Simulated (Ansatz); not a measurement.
# CO on Pt(100): change of the work function

How does CO on the hollow site change the work function of Pt(100) as the layer fills?

Program: Ansatz 0.2.0. Level of theory: plane-wave DFT, PBE, Ansatz PAW. Results are calculated unless marked as measured.

Most raw output is cut from this account.

## (1) Starting point

The cell holds 4 atoms: 4 Pt. Cell: a = 2.772 Å, b = 2.772 Å, c = 23.880 Å, α = 90.0°, β = 90.0°, γ = 90.0°. Vacuum lies along c.

## (2) The clean slab

The bare slab comes first, as the zero from which every change is counted. The two lowest layers are held at bulk places and the upper ones relax. The dipole correction removes the false field that a one-sided slab makes across the periodic vacuum, so each face gets a flat vacuum level of its own.

File input.yaml:

```yaml
crystal:
  lattice:
    - [2.7718585823, 0.0, 0.0]
    - [0.0, 2.7718585823, 0.0]
    - [0.0, 0.0, 23.88]
  atoms:
    - { symbol: Pt, position: [0.5, 0.5, 0.3768844221] }
    - { symbol: Pt, position: [0.0, 0.0, 0.458961474] }
    - { symbol: Pt, position: [0.5, 0.5, 0.541038526] }
    - { symbol: Pt, position: [0.0, 0.0, 0.6231155779] }
kpoints:
  mp_grid: { grid: [11, 11, 1] }
hamiltonian:
  xc: pbe
scf:
  occupations: { method: fermi_dirac, width: 0.1 }
  convergence: { dr2_threshold: 1.0e-08 }
efield:
  axis: 3
  dipole_correction: true
  ramp_position: 0.97
  ramp_width: 0.06
relax:
  f_tol: 0.02
  max_steps: 60
  constraints: [{ sites: [0, 1] }]
output:
  write_potential: true
  write_density: true
  volumetric_format: npy
```

The run is started by

```sh
$ ansatz run input.yaml --threads 4 --pin off --max-ram 12288MiB --backend cpu --events-out ev --progress --plain --runs-dir out
```

The job ended after 15 s (4 threads of Arm Neoverse V1, shared host; peak memory 0.51 GiB).

Relaxation path:

```csv
step,energy less that of the first step (eV),largest force component (eV/Å)
1,0.0000,0.2324
2,0.0005,0.1978
3,-0.0063,0.0171
```

Relaxation step 2 was tried and not accepted.

Forces are held to the 8 operations that the run works with; a distortion that breaks them can't arise in this run.

The atoms that moved most (Å):

```csv
atom,dx,dy,dz,length
Pt4,0.000,0.000,0.046,0.046
Pt3,0.000,0.000,0.039,0.039
```

Final coordinates:

```xyz
4
Lattice="2.7719 0.0000 0.0000 0.0000 2.7719 0.0000 0.0000 0.0000 23.8800" Properties=species:S:1:pos:R:3
Pt    1.3859    1.3859    9.0000
Pt    0.0000    0.0000   10.9600
Pt    1.3859    1.3859   12.9589
Pt    0.0000    0.0000   14.9264
```

Numbers from this step:

| Quantity | Value |
| --- | --- |
| energy at zero smearing | -50090.3163 eV |
| work function, upper face | 5.647 eV |
| dipole along the normal | -7.79e-5 e·Å |

Running mean over 1.96 Å of the planar mean; the ramp of the sawtooth is left out. Electron's electrostatic potential energy less the Fermi level against z:

z (Å), electron's electrostatic potential energy less the Fermi level (eV) and a bar from the least value:
```
      3.0        5.6 ##############################
      3.5        5.6 ##############################
      4.0        5.6 ##############################
      4.5        5.6 ##############################
      5.0        5.6 ##############################
      5.5        5.6 ##############################
      6.0        5.6 ##############################
      6.5        5.5 ##############################
      7.0        5.0 #############################
      7.5        2.6 #########################
      8.0       -3.0 ###############
      8.5       -8.8 ######
      9.0      -11.3 #
      9.5      -11.8 #
     10.0      -12.0 
     10.5      -12.1 
     11.0      -12.1 
     11.5      -11.9 
     12.0      -11.8 #
     12.5      -12.0 
     13.0      -12.1 
     13.5      -12.0 
     14.0      -11.9 
     14.5      -11.7 #
     15.0      -11.1 ##
     15.5       -8.1 #######
     16.0       -2.1 #################
     16.5        3.1 ##########################
     17.0        5.1 #############################
     17.5        5.5 ##############################
     18.0        5.6 ##############################
     18.5        5.6 ##############################
     19.0        5.6 ##############################
     19.5        5.6 ##############################
     20.0        5.6 ##############################
     20.5        5.6 ##############################
```

The relaxation took 3 steps and lowered the energy by 0.0063 eV; the largest force on the free atoms ends at 0.017 eV/Å.

The work function of the upper face is 5.65 eV.

## (3) Adsorbate added, k-mesh 6×6×1, coverage 0.25 ML

System of this step: CO/Pt(100). The cell holds 18 atoms: 16 Pt, 1 C and 1 O. Its edges and angles: a = 5.544 Å, b = 5.544 Å, c = 25.894 Å, α = 90.0°, β = 90.0°, γ = 90.0°. Vacuum lies along c.

The clean slab as it ended is repeated in the plane and the adsorbate is set on one face; the cell's size fixes the coverage, and the k-mesh shrinks with it to keep the sampling density about even. Adsorbate and upper layers relax, since the dipole depends on the height.

File input.yaml:

```yaml
crystal:
  lattice:
    - [5.5437171646, 0.0, 0.0]
    - [0.0, 5.5437171646, 0.0]
    - [0.0, 0.0, 25.8943862558]
  atoms:
    - { symbol: Pt, position: [0.25, 0.25, 0.3475656813] }
    - { symbol: Pt, position: [0.0, 0.0, 0.4232577629] }
    - { symbol: Pt, position: [0.25, 0.25, 0.5004510367] }
    - { symbol: Pt, position: [0.0, 0.0, 0.5764348192] }
    - { symbol: Pt, position: [0.25, 0.75, 0.3475656813] }
    - { symbol: Pt, position: [0.0, 0.5, 0.4232577629] }
    - { symbol: Pt, position: [0.25, 0.75, 0.5004510367] }
    - { symbol: Pt, position: [0.0, 0.5, 0.5764348192] }
    - { symbol: Pt, position: [0.75, 0.25, 0.3475656813] }
    - { symbol: Pt, position: [0.5, 0.0, 0.4232577629] }
    - { symbol: Pt, position: [0.75, 0.25, 0.5004510367] }
    - { symbol: Pt, position: [0.5, 0.0, 0.5764348192] }
    - { symbol: Pt, position: [0.75, 0.75, 0.3475656813] }
    - { symbol: Pt, position: [0.5, 0.5, 0.4232577629] }
    - { symbol: Pt, position: [0.75, 0.75, 0.5004510367] }
    - { symbol: Pt, position: [0.5, 0.5, 0.5764348192] }
    - { symbol: C, position: [0.25, 0.25, 0.6076369643] }
    - { symbol: O, position: [0.25, 0.25, 0.6524343187] }
kpoints:
  mp_grid: { grid: [6, 6, 1] }
hamiltonian:
  xc: pbe
scf:
  occupations: { method: fermi_dirac, width: 0.1 }
  convergence: { dr2_threshold: 1.0e-08 }
efield:
  axis: 3
  dipole_correction: true
  ramp_position: 0.97
  ramp_width: 0.06
relax:
  f_tol: 0.02
  max_steps: 60
  constraints: [{ sites: [0, 1, 4, 5, 8, 9, 12, 13] }]
output:
  bader: true
  dos: { projected: true, e_range: [-8, 4] }
  write_potential: true
  write_density: true
  volumetric_format: npy
  elf: true
```

Run time: 5.5 min. Hardware: 4 threads; peak memory 3.5 GiB; 22 min of CPU time.

The steps of the relaxation:

```csv
step,energy less that of the first step (eV),largest force component (eV/Å)
1,0.0000,5.8042
2,-0.5322,0.9015
3,-0.7212,1.0368
4,-0.7526,0.3841
5,-0.7536,0.0757
6,-0.7537,0.0028
```

Forces are held to the 8 operations that the run works with; a distortion that breaks them can't arise in this run.

The atoms that moved most (Å):

```csv
atom,dx,dy,dz,length
O18,0.000,0.000,0.457,0.457
C17,0.000,0.000,0.422,0.422
Pt15,0.000,0.000,0.083,0.083
Pt4,0.012,0.012,0.079,0.081
Pt12,-0.012,0.012,0.079,0.081
Pt8,0.012,-0.012,0.079,0.081
Pt16,-0.012,-0.012,0.079,0.081
Pt3,0.000,0.000,-0.030,0.030
```

Final coordinates:

```cif
data_structure
_symmetry_space_group_name_H-M 'P 1'
_symmetry_Int_Tables_number 1
_cell_length_a 5.5437
_cell_length_b 5.5437
_cell_length_c 25.8944
_cell_angle_alpha 90.000
_cell_angle_beta 90.000
_cell_angle_gamma 90.000
_cell_volume 795.81
loop_
_atom_site_label
_atom_site_type_symbol
_atom_site_fract_x
_atom_site_fract_y
_atom_site_fract_z
_atom_site_occupancy
Pt1 Pt 0.25000 0.25000 0.34757 1
Pt2 Pt 0.00000 0.00000 0.42326 1
Pt3 Pt 0.25000 0.25000 0.49930 1
Pt4 Pt 0.00217 0.00217 0.57950 1
Pt5 Pt 0.25000 0.75000 0.34757 1
Pt6 Pt 0.00000 0.50000 0.42326 1
Pt7 Pt 0.25000 0.75000 0.50061 1
Pt8 Pt 0.00217 0.49783 0.57950 1
Pt9 Pt 0.75000 0.25000 0.34757 1
Pt10 Pt 0.50000 0.00000 0.42326 1
Pt11 Pt 0.75000 0.25000 0.50061 1
Pt12 Pt 0.49783 0.00217 0.57950 1
Pt13 Pt 0.75000 0.75000 0.34757 1
Pt14 Pt 0.50000 0.50000 0.42326 1
Pt15 Pt 0.75000 0.75000 0.50366 1
Pt16 Pt 0.49783 0.49783 0.57950 1
C17 C 0.25000 0.25000 0.62393 1
O18 O 0.25000 0.25000 0.67008 1
```

Numbers from this step:

| Item | Value |
| --- | --- |
| energy at zero smearing | -201179.4913 eV |
| work function, upper face | 6.415 eV |
| work function, lower face | 5.665 eV |
| dipole along the normal | -0.1274 e·Å |
| step between the vacuum levels | 0.7501 eV |

Running mean over 1.96 Å of the planar mean; the ramp of the sawtooth is left out. Electron's electrostatic potential energy less the Fermi level against z:

z (Å), electron's electrostatic potential energy less the Fermi level (eV) and a bar from the least value:
```
      3.5        5.7 #############################
      4.0        5.7 #############################
      4.5        5.7 #############################
      5.0        5.7 #############################
      5.5        5.7 #############################
      6.0        5.6 #############################
      6.5        5.5 #############################
      7.0        5.0 ############################
      7.5        2.6 ########################
      8.0       -3.0 ###############
      8.5       -8.8 #####
      9.0      -11.3 #
      9.5      -11.8 
     10.0      -12.0 
     10.5      -12.1 
     11.0      -12.1 
     11.5      -11.8 #
     12.0      -11.5 #
     12.5      -11.8 #
     13.0      -11.9 
     13.5      -11.5 #
     14.0      -11.1 ##
     14.5      -11.4 #
     15.0      -11.8 #
     15.5      -10.1 ###
     16.0       -4.8 ############
     16.5        0.4 ####################
     17.0        3.1 #########################
     17.5        4.5 ###########################
     18.0        5.3 ############################
     18.5        6.0 #############################
     19.0        6.4 ##############################
     19.5        6.4 ##############################
     20.0        6.4 ##############################
     20.5        6.4 ##############################
     21.0        6.4 ##############################
     21.5        6.4 ##############################
     22.0        6.4 ##############################
     22.5        6.4 ##############################
```

The density of states has structure finer than the step of the table below, so its rows give means over 0.25 eV, whole bins alone (the curve runs from -8 to 1.98 eV). Peaks (eV: height): -4.030: 41.5, -3.760: 40.5, -3.310: 42.7, -3.190: 45.7, -2.950: 40.6, -2.140: 42.8, -2.080: 39.2.

Table of density of states by energy, zero at the Fermi level; means over each step:

```csv
energy (eV),density of states (states/eV a cell)
-7.75,1.39
-7.50,1.80
-7.25,4.82
-7.00,5.65
-6.75,11.4
-6.50,15.9
-6.25,16.9
-6.00,16.8
-5.75,19.8
-5.50,20.3
-5.25,21.3
-5.00,20.9
-4.75,15.8
-4.50,20.1
-4.25,22.7
-4.00,24.3
-3.75,24.1
-3.50,21.8
-3.25,37.0
-3.00,28.1
-2.75,22.0
-2.50,16.7
-2.25,32.2
-2.00,25.7
-1.75,24.0
-1.50,24.8
-1.25,31.7
-1.00,26.5
-0.75,29.8
-0.50,28.1
-0.25,25.4
0.00,29.5
0.25,16.2
0.50,10.4
0.75,6.28
1.00,5.82
1.25,5.41
1.50,4.34
1.75,5.96
```

Projected DOS per atom over height of the atomic layer and energy from the Fermi level. Layers: Pt4 Pt4 Pt4 Pt4 C O from below.

Ten even steps from '_' (0.03 states/eV) to '@' (3.06 states/eV), each cell a mean:
```
____________
____________
..__________
::::::..____
++**++==____
**++==++____
##--==**__..
**--==**__..
++----++__..
##--==##____
++----++__::
**##**++____
--==++==____
--==++==____
------::__..
--==++--..::
--++==::____
::++==__....
..--::..**@@
__......----
____________
____________
```
Columns: height of the atomic layer (Å) from 9 to 17.4 (not evenly spaced); rows upwards: energy from the Fermi level (eV) from -7.96 to 1.95.

Electrostatic potential energy in the ca plane at fractional y = 0.250, with atoms of Pt and C and O within 0.2 Å of it. With pseudopotentials it is smooth inside the atoms' cores, unlike the true potential.

Values in eV, 8 rows by 16 columns, each cell a mean:
```
-16   1   4   1 -16   2   4   7   9   9   9   9   9   9   9   9
-66 -15   6 -16 -66 -11   7   8   9   9   9   9   9   9   9   9
-57 -10   6 -12 -56  -8   6   8   9   9   9   9   9   9   9   9
 -4   3   3   3  -5   3   3   6   8   9   9   9   9   9   9   9
-16   1   4   0 -16   2   3   0   3   8   9   9   9   9   9   9
-66 -15   6 -18 -66 -10   2 -45 -38  -7   9   9   9   9   9   9
-57 -10   5 -13 -56  -6   3 -31 -24  -2   9   9   9   9   9   9
 -4   3   3   3  -5   4   2   4   7   9   9   9   9   9   9   9
```
Columns run along c (16.0 Å, from fractional 0.34 to 0.96 of the cell; values clipped at the 3rd and 97th percentile), rows up along a (5.5 Å). Atoms in or near the plane, at fractional coordinates: Pt at (0.35, 0.25), Pt at (0.50, 0.25), Pt at (0.35, 0.75), Pt at (0.50, 0.75), C at (0.62, 0.25), O at (0.67, 0.25).

Valence density in the ca plane at fractional y = 0.250, with atoms of Pt and C and O within 0.2 Å of it. It is the smooth field of the valence electrons, not physical close to the nuclei.

Values in units of 1e0 e/Å³, 8 rows by 16 columns, each cell a mean:
```
1.4 0.4 0.3 0.4 1.4 0.4 0.3 0.1 0.0 0.0 0.0 0.0 0.0 0.0 0.0 0.0
8.3 1.6 0.2 1.6 8.2 1.2 0.1 0.1 0.0 0.0 0.0 0.0 0.0 0.0 0.0 0.0
6.2 1.2 0.2 1.2 6.1 0.9 0.2 0.1 0.0 0.0 0.0 0.0 0.0 0.0 0.0 0.0
0.7 0.3 0.3 0.3 0.7 0.3 0.3 0.1 0.0 0.0 0.0 0.0 0.0 0.0 0.0 0.0
1.4 0.4 0.3 0.5 1.4 0.3 0.3 0.4 0.4 0.2 0.0 0.0 0.0 0.0 0.0 0.0
8.3 1.6 0.2 1.8 8.1 1.1 0.3 1.5 4.0 1.6 0.0 0.0 0.0 0.0 0.0 0.0
6.2 1.2 0.2 1.4 6.1 0.8 0.3 1.2 2.7 1.1 0.0 0.0 0.0 0.0 0.0 0.0
0.7 0.3 0.3 0.3 0.7 0.3 0.3 0.3 0.2 0.1 0.0 0.0 0.0 0.0 0.0 0.0
```
Columns run along c (16.0 Å, from fractional 0.34 to 0.96 of the cell), rows up along a (5.5 Å). Atoms in or near the plane, at fractional coordinates: Pt at (0.35, 0.25), Pt at (0.50, 0.25), Pt at (0.35, 0.75), Pt at (0.50, 0.75), C at (0.62, 0.25), O at (0.67, 0.25).

ELF in the ca plane at fractional y = 0.250, with atoms of Pt and C and O within 0.2 Å of it. It is the smooth field of the valence electrons, not physical close to the nuclei.

Ten even steps from '0' (0.00) to '9' (0.87), each cell a mean:
```
33222232222332222332210000000000000000000000
55432222223554322222110000000000000000000000
77753211235776422111100000000000000000000000
77763211236777532111100000000000000000000000
77753211235776422111100000000000000000000000
55432222223554322222110000000000000000000000
33222232222332222332210000000000000000000000
33222233222332222333321134210000000000000000
34322222223343222235654678631000000000000000
66643212234675321148767899851000000000000000
77753211246777521158338669962000000000000000
77753211246777521158338669962000000000000000
66643222234665321148767899851000000000000000
34322222222343222235644577631000000000000000
33222233222332222333321133210000000000000000
```
Columns run along c (16.0 Å, from fractional 0.34 to 0.96 of the cell), rows up along a (5.5 Å). Atoms in or near the plane, at fractional coordinates: Pt at (0.35, 0.25), Pt at (0.50, 0.25), Pt at (0.35, 0.75), Pt at (0.50, 0.75), C at (0.62, 0.25), O at (0.67, 0.25).

The relaxation took 6 steps and lowered the energy by 0.75 eV; the largest force on the free atoms ends at 0.0028 eV/Å.

By hand: a sheet of dipoles makes a step −p/(ε₀A) in the electron's potential. With e/ε₀ = 180.95 V·Å, p = -0.1274 e·Å and A = 30.73 Å², that is −180.95 × (-0.1274) / 30.73 = +0.750 eV, and the two vacuum levels of the run differ by +0.750 eV.

The covered face has 6.41 eV, +0.77 eV against the clean one; the bare back face has moved by +0.02 eV, a measure of how thin the slab is.

## (4) The covered slab, k-mesh 6×6×1, coverage 0.5 ML

System of this step: CO/Pt(100). The cell holds 20 atoms: 16 Pt, 2 C and 2 O. Its edges and angles: a = 5.544 Å, b = 5.544 Å, c = 25.894 Å, α = 90.0°, β = 90.0°, γ = 90.0°. Vacuum lies along c.

Another coverage, to see how the dipoles act on each other as their distance changes.

input.yaml: that of step 3 with these lines changed.

```diff
@@ -23,3 +23,5 @@
     - { symbol: C, position: [0.25, 0.25, 0.6076369643] }
+    - { symbol: C, position: [0.75, 0.75, 0.6076369643] }
     - { symbol: O, position: [0.25, 0.25, 0.6524343187] }
+    - { symbol: O, position: [0.75, 0.75, 0.6524343187] }
 kpoints:
@@ -46,2 +48 @@
   volumetric_format: npy
-  elf: true
```

Wall time 5.7 min (4 threads); peak memory 3.6 GiB; 23 min of CPU time.

Step by step:

```csv
step,energy less that of the first step (eV),largest force component (eV/Å)
1,0.0000,5.6278
2,-1.1110,0.9967
3,-1.5986,0.5402
4,-1.7390,0.2786
5,-1.7420,0.1387
6,-1.7423,0.0040
```

The run keeps the 16 symmetry operations that it works with, so distortions that break them were not tested.

The atoms that moved most (Å):

```csv
atom,dx,dy,dz,length
O19,0.000,0.000,0.543,0.543
O20,0.000,0.000,0.543,0.543
C17,0.000,0.000,0.516,0.516
C18,0.000,0.000,0.516,0.516
Pt4,0.000,0.000,0.133,0.133
Pt8,0.000,0.000,0.133,0.133
Pt16,0.000,0.000,0.133,0.133
Pt12,0.000,0.000,0.133,0.133
```

The relaxed structure:

```xyz
20
Lattice="5.5437 0.0000 0.0000 0.0000 5.5437 0.0000 0.0000 0.0000 25.8944" Properties=species:S:1:pos:R:3
Pt    1.3859    1.3859    9.0000
Pt    0.0000    0.0000   10.9600
Pt    1.3859    1.3859   13.0071
Pt    0.0000    0.0000   15.0596
Pt    1.3859    4.1578    9.0000
Pt    0.0000    2.7719   10.9600
Pt    1.3859    4.1578   12.9532
Pt    0.0000    2.7719   15.0596
Pt    4.1578    1.3859    9.0000
Pt    2.7719    0.0000   10.9600
Pt    4.1578    1.3859   12.9532
Pt    2.7719    0.0000   15.0596
Pt    4.1578    4.1578    9.0000
Pt    2.7719    2.7719   10.9600
Pt    4.1578    4.1578   13.0071
Pt    2.7719    2.7719   15.0596
C     1.3859    1.3859   16.2506
C     4.1578    4.1578   16.2506
O     1.3859    1.3859   17.4372
O     4.1578    4.1578   17.4372
```

This step gave:

```yaml
energy_at_zero_smearing: -201997.4071 eV
work_function_upper_face: 6.805 eV
work_function_lower_face: 5.671 eV
dipole_along_the_normal: -0.1927 e·Å
step_between_the_vacuum_levels: 1.134 eV
```

The density of states has structure finer than the step of the table below, so its rows give means over 0.25 eV, whole bins alone (the curve runs from -8 to 1.98 eV). Peaks (eV: height): -6.230: 47.6, -4.840: 50.3, -4.420: 43.0, -3.310: 46.4, -3.190: 43.1, -3.100: 61.6, -0.360: 44.5.

The density of states by energy, zero at the Fermi level; means over each step:

```csv
energy (eV),density of states (states/eV a cell)
-7.75,1.57
-7.50,1.83
-7.25,4.71
-7.00,12.5
-6.75,8.88
-6.50,13.8
-6.25,29.2
-6.00,20.2
-5.75,20.5
-5.50,21.8
-5.25,19.7
-5.00,14.8
-4.75,26.6
-4.50,18.6
-4.25,21.0
-4.00,26.9
-3.75,23.7
-3.50,24.9
-3.25,35.5
-3.00,27.7
-2.75,24.5
-2.50,16.4
-2.25,31.3
-2.00,29.6
-1.75,25.8
-1.50,24.1
-1.25,29.9
-1.00,29.0
-0.75,30.7
-0.50,23.6
-0.25,25.4
0.00,27.2
0.25,16.0
0.50,8.60
0.75,7.29
1.00,7.21
1.25,4.98
1.50,3.99
1.75,4.66
```

Projected DOS per atom over height of the atomic layer and energy from the Fermi level. Layers: Pt4 Pt4 Pt4 Pt4 C2 O2 from below.

Values in states/eV, 22 rows by 6 columns, each cell a mean:
```
0.24 0.28 0.23 0.19 0.23 0.12
0.22 0.20 0.18 0.18 0.20 0.09
0.46 0.33 0.35 0.27 0.25 0.17
0.72 0.68 0.72 0.48 0.16 0.11
1.81 1.86 1.55 0.87 0.12 0.12
1.86 1.73 1.54 1.25 0.11 0.27
2.38 1.24 1.52 1.87 0.12 0.39
2.01 1.09 1.39 1.98 0.08 0.40
1.79 1.26 1.29 2.06 0.08 0.43
2.37 0.89 1.34 1.91 0.06 0.29
1.57 1.14 1.08 1.69 0.06 0.53
1.95 2.18 1.93 1.75 0.08 0.26
1.30 1.40 1.77 1.52 0.09 0.25
1.19 1.40 1.62 1.52 0.09 0.32
1.00 1.11 1.31 0.95 0.13 0.33
0.90 1.35 1.40 1.03 0.21 0.45
0.98 2.02 1.42 0.60 0.19 0.25
0.69 1.63 1.17 0.54 1.07 1.71
0.36 0.97 0.92 0.75 1.70 2.17
0.17 0.42 0.41 0.60 0.92 1.35
0.09 0.21 0.27 0.17 0.15 0.26
0.04 0.15 0.13 0.03 0.02 0.04
```
Columns: height of the atomic layer (Å) from 9 to 17.4 (not evenly spaced); rows upwards: energy from the Fermi level (eV) from -7.96 to 1.95.

The relaxation took 6 steps and lowered the energy by 1.7 eV; the largest force on the free atoms ends at 0.0040 eV/Å.

The covered face has 6.81 eV, +1.16 eV against the clean one; the bare back face has moved by +0.03 eV, a measure of how thin the slab is.

(Continued in part 2 of 2.)

[Logs are printed without paths, hosts, clocks, repeated set-up lines and the standing remarks that a program may print on its own settings, such as how far it seeks lower states.]

[Hosts, paths, dates, database ids (printed as entryN), source tags and the programs' standing remarks are cut or masked in the printed files.]

[Maps of the electrostatic potential energy from Ansatz leave out the sawtooth potential of an applied field or a dipole correction, so their vacuum need not be flat; planar profiles and work functions include it.]

[The density of states shown here was stored with 400 of the rows of the run's finer table, so its peaks can read low, often by over a quarter, or be missed, and its means over a window can be off by a tenth or more.]
